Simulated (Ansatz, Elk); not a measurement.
**Y2Si2B: X-ray structure factors from the self-consistent density**

The structure of Y2Si2B used here is made up (a known structure type with other elements) and was relaxed beforehand with r2SCAN. The aim is the Fourier transform of its all-electron density, F(hkl), set beside the sum over free spherical atoms that refinements use.

Calculated with Elk 11.2.3 (patched build); DFT, PBE, all-electron APW+lo, Dirac cores, scalar-relativistic bands, static density, no spin.

This account leaves out most program logs.

The structure was built from a prototype and need not be the compound's stable phase.

### 1. Starting point

The structure is orthorhombic, space group Immm (No. 71). Conventional cell: a = 3.452 Å, b = 5.846 Å, c = 8.864 Å, α = 90.00°, β = 90.00°, γ = 90.00°. Nearest to Y lie 6 Si at 2.90 to 2.98 Å and 4 B at 3.09 to 3.47 Å and 6 Y at 3.45 to 3.47 Å. Si has 2 B at 2.20 Å and 1 Si at 2.73 Å and 6 Y at 2.90 to 2.98 Å nearest. B has 4 Si at 2.20 Å and 8 Y at 3.09 to 3.47 Å and 2 B at 3.45 Å nearest. Farther neighbours are not listed.

### 2. Ground state and structure factors

An all-electron density is needed, since X-rays see the cores too. Task 0 finds the density and task 195 Fourier-transforms it; tshift is off so that phases refer to the origin typed.

elk.in

```
tasks
  0
  195

xctype
  20

spinpol
  .false.

rgkmax
  7.0

gmaxvr
  14.0

lmaxo
  7

lmaxapw
  8

swidth
  0.002

tshift
  .false.

ramdisk
  .false.

hmaxvr
  5.5

maxscl
  120

epspot
  1e-06

sppath
  './'

avec
  -3.26137629689 5.52407909612 8.37556111913
  3.26137629689 -5.52407909612 8.37556111913
  3.26137629689 5.52407909612 -8.37556111913

atoms
  3
  'Y.in'
  2
  0.7105799881 0.2105799881 0.5000000000   0.000000 0.000000 0.000000
  0.2894200119 0.7894200119 0.5000000000   0.000000 0.000000 0.000000
  'Si.in'
  2
  0.7669073403 0.5000000000 0.2669073403   0.000000 0.000000 0.000000
  0.2330926597 0.5000000000 0.7330926597   0.000000 0.000000 0.000000
  'B.in'
  1
  0.0000000000 -0.0000000000 0.0000000000   0.000000 0.000000 0.000000

ngridk
  8 8 8
```

Started as:

```console
OMP_NUM_THREADS=4 elk
```

Elapsed: 56 s, on 4 threads of Arm Neoverse V1, shared host; peak memory 0.17 GiB; 3 min of CPU time.

SFACRHO.OUT:

```text

h k l indices transformed by vhmat matrix:
   1.000000000       0.000000000       0.000000000    
   0.000000000       1.000000000       0.000000000    
   0.000000000       0.000000000       1.000000000    

      h      k      l  multipl.   |H|            Re(F)            Im(F)           |F|

      0      0      0      1   0.0000000       111.00000      0.89639562E-16   111.00000    
     -1      0      0      4  0.68126542      -10.643181      0.15491621E-16   10.643181    
      1      1     -1      2  0.75018082      -33.557737      0.53385395E-14   33.557737    
     -1      0      1      4   1.0337243      -2.1447920      0.41748747E-14   2.1447920    
      1     -1      0      4   1.1186254      -63.000203      0.31588627E-14   63.000203    
      1     -1      1      2   1.1374177       46.713635     -0.39187249E-14   46.713635    
     -2     -1      1      4   1.2608192       47.046932      0.10633346E-16   47.046932    
      0      2     -1      8   1.3468831       54.367343     -0.18842381E-13   54.367343    
      0     -2      2      4   1.3625308      -69.369292     -0.94207655E-14   69.369292    
      2      1     -2      4   1.4812591      -55.760374      0.18456987E-13   55.760374    
     -2     -2      2      2   1.5003616       52.923943      0.61876864E-14   52.923943    
     -2      1      0      8   1.5369791       34.742255      0.70645953E-14   34.742255    
      1     -2      2      4   1.7468717      -16.933485     -0.10470406E-14   16.933485    
     -1     -2      3      8   1.8675780      -18.484232     -0.15190076E-13   18.484232    
      3      1     -2      8   1.8714721      -29.603560      0.11531209E-13   29.603560    
      3      1     -1      4   1.8827650       15.662745     -0.14656686E-13   15.662745    
     -1      1      1      2   1.9265441       72.429190     -0.63830249E-14   72.429190    
     -1      1     -2      4   1.9592756      -46.400616     -0.12561932E-13   46.400616
```

Elk indexes on the primitive cell of elk.in and gives |H| = 4π sin θ/λ in inverse bohr. Below, one row stands for each form hkl of the conventional cell (m members, Friedel mates merged), F is for one primitive cell and the density is static (no thermal factor). Free-atom factors are Waasmaier and Kirfel's, and R is Σm||F|−|F'||/Σm|F|.

| hkl | m | sin θ/λ (Å⁻¹) | abs F, DFT | neutral atoms | diff. |
| --- | --- | --- | --- | --- | --- |
| 011 | 4 | 0.102 | 10.643 | 10.695 | -0.052 |
| 002 | 2 | 0.113 | 33.558 | 33.659 | -0.101 |
| 101 | 4 | 0.155 | 2.145 | 2.028 | +0.116 |
| 110 | 4 | 0.168 | 63.000 | 63.221 | -0.221 |
| 020 | 2 | 0.171 | 46.714 | 46.801 | -0.087 |
| 013 | 4 | 0.190 | 47.047 | 46.985 | +0.062 |
| 112 | 8 | 0.203 | 54.367 | 54.356 | +0.011 |
| 022 | 4 | 0.205 | 69.369 | 69.634 | -0.265 |
| 103 | 4 | 0.223 | 55.760 | 56.202 | -0.442 |
| 004 | 2 | 0.226 | 52.924 | 53.288 | -0.364 |
| 121 | 8 | 0.231 | 34.742 | 34.645 | +0.098 |
| 031 | 4 | 0.263 | 16.933 | 16.982 | -0.049 |
| 123 | 8 | 0.281 | 18.484 | 18.256 | +0.229 |
| 114 | 8 | 0.281 | 29.604 | 29.556 | +0.048 |
| 024 | 4 | 0.283 | 15.663 | 15.346 | +0.317 |
| 200 | 2 | 0.290 | 72.429 | 72.502 | -0.073 |
| 130 | 4 | 0.295 | 46.401 | 46.191 | +0.209 |
| 015 | 4 | 0.295 | 46.766 | 46.701 | +0.065 |

### 3. The highest occupied states alone

An energy window below the Fermi level keeps the highest occupied states, to see at which angles they scatter; shallow core shells can lie inside it and anion s states outside. No new self-consistency is needed.

Changes to elk.in since step 2:

```diff
@@ -1,3 +1,2 @@
 tasks
-  0
   195
@@ -40,2 +39,5 @@
 
+wsfac
+  -0.127840 0.613160
+
 sppath
```

Started as:

```console
OMP_NUM_THREADS=4 elk
```

Run time: 12 s. Hardware: 4 threads; peak memory 0.16 GiB; 15 s of CPU time.

States within 12 eV below the Fermi level hold 17.00 electrons; any levels below the window count with the cores. Their amplitudes can exceed the total, where window and core parts have opposite phase:

| hkl | sin θ/λ (Å⁻¹) | abs F, window | abs F, all |
| --- | --- | --- | --- |
| 011 | 0.102 | 2.099 | 10.643 |
| 002 | 0.113 | 4.684 | 33.558 |
| 101 | 0.155 | 0.960 | 2.145 |
| 110 | 0.168 | 0.716 | 63.000 |
| 020 | 0.171 | 0.295 | 46.714 |
| 013 | 0.190 | 1.292 | 47.047 |
| 112 | 0.203 | 0.903 | 54.367 |
| 022 | 0.205 | 0.109 | 69.369 |
| 103 | 0.223 | 0.293 | 55.760 |
| 004 | 0.226 | 0.863 | 52.924 |

### 4. Another functional

The difference from free atoms is small, so it is set against the change that LDA (Perdew-Wang) makes.

Changes to elk.in since step 3:

```diff
@@ -1,2 +1,3 @@
 tasks
+  0
   195
@@ -4,3 +5,3 @@
 xctype
-  20
+  3
 
@@ -39,5 +40,2 @@
 
-wsfac
-  -0.127840 0.613160
-
 sppath
```

Started as:

```console
OMP_NUM_THREADS=4 elk
```

It took 36 s on 4 threads; peak memory 0.16 GiB.

Against the first run R = 0.06 %; the largest change is -0.046 at 2 0 10.

### 5. Basis size

The basis and the expansions that go with it are enlarged, to see whether the differences are converged.

Changes to elk.in since step 4:

```diff
@@ -5,3 +5,3 @@
 xctype
-  3
+  20
 
@@ -11,12 +11,12 @@
 rgkmax
-  7.0
+  8.5
 
 gmaxvr
-  14.0
+  18.0
 
 lmaxo
-  7
+  9
 
 lmaxapw
-  8
+  10
```

Started as:

```console
OMP_NUM_THREADS=4 elk
```

Elapsed: 2.5 min, on 4 threads; peak memory 0.36 GiB; 8.6 min of CPU time.

Against the first run R = 0.01 %; the largest change is -0.005 at 107.

### 6. Settings against the effect

| run | R against the first run (%) | R against neutral atoms, low angle (%) | wall time |
| --- | --- | --- | --- |
| PBE, rgkmax 7 | 0.00 | 0.38 | 56 s |
| LDA (Perdew-Wang) | 0.06 | 0.36 | 36 s |
| rgkmax 8.5 with larger expansions | 0.01 | 0.38 | 2.5 min |

### 7. What came out

```
R against neutral atoms, sin θ/λ < 0.3 Å⁻¹ : 0.38 %
R against neutral atoms, 0.3 to 0.66 Å⁻¹   : 0.18 %
```

In words: Independent neutral atoms miss the calculated amplitudes by R = 0.38 % below 0.3 Å⁻¹ and 0.18 % from there to 0.66 Å⁻¹; by shells, 0.37 % below 0.15 Å⁻¹ (2 forms), 0.38 % 0.15 to 0.3 (16 forms), 0.17 % 0.3 to 0.45 (32 forms), 0.19 % above 0.45 (99 forms). Bonding, aspherical density and the tables' own atoms all enter these figures, and the runs don't part them. The largest change of an amplitude is -0.44 electrons, at 103. The window's part falls from 17.0 electrons at the origin to at most 0.17 between 0.45 and 0.66 Å⁻¹. Below 0.3 Å⁻¹ the changes that finished (LDA (Perdew-Wang) and rgkmax 8.5 with larger expansions) move F by R = 0.04 % at most, against the 0.38 % that separates it from free atoms. The k-mesh has no finished test. Part of the difference isn't bonding: the tables are fits to free atoms and ions calculated by other methods than this functional. Thermal motion, anomalous dispersion and extinction are left out.

[Logs are printed without paths, hosts, clocks, repeated set-up lines and the standing remarks that a program may print on its own settings, such as how far it seeks lower states.]

[Hosts, paths, dates, database ids (printed as entryN), source tags and the programs' standing remarks are cut or masked in the printed files.]
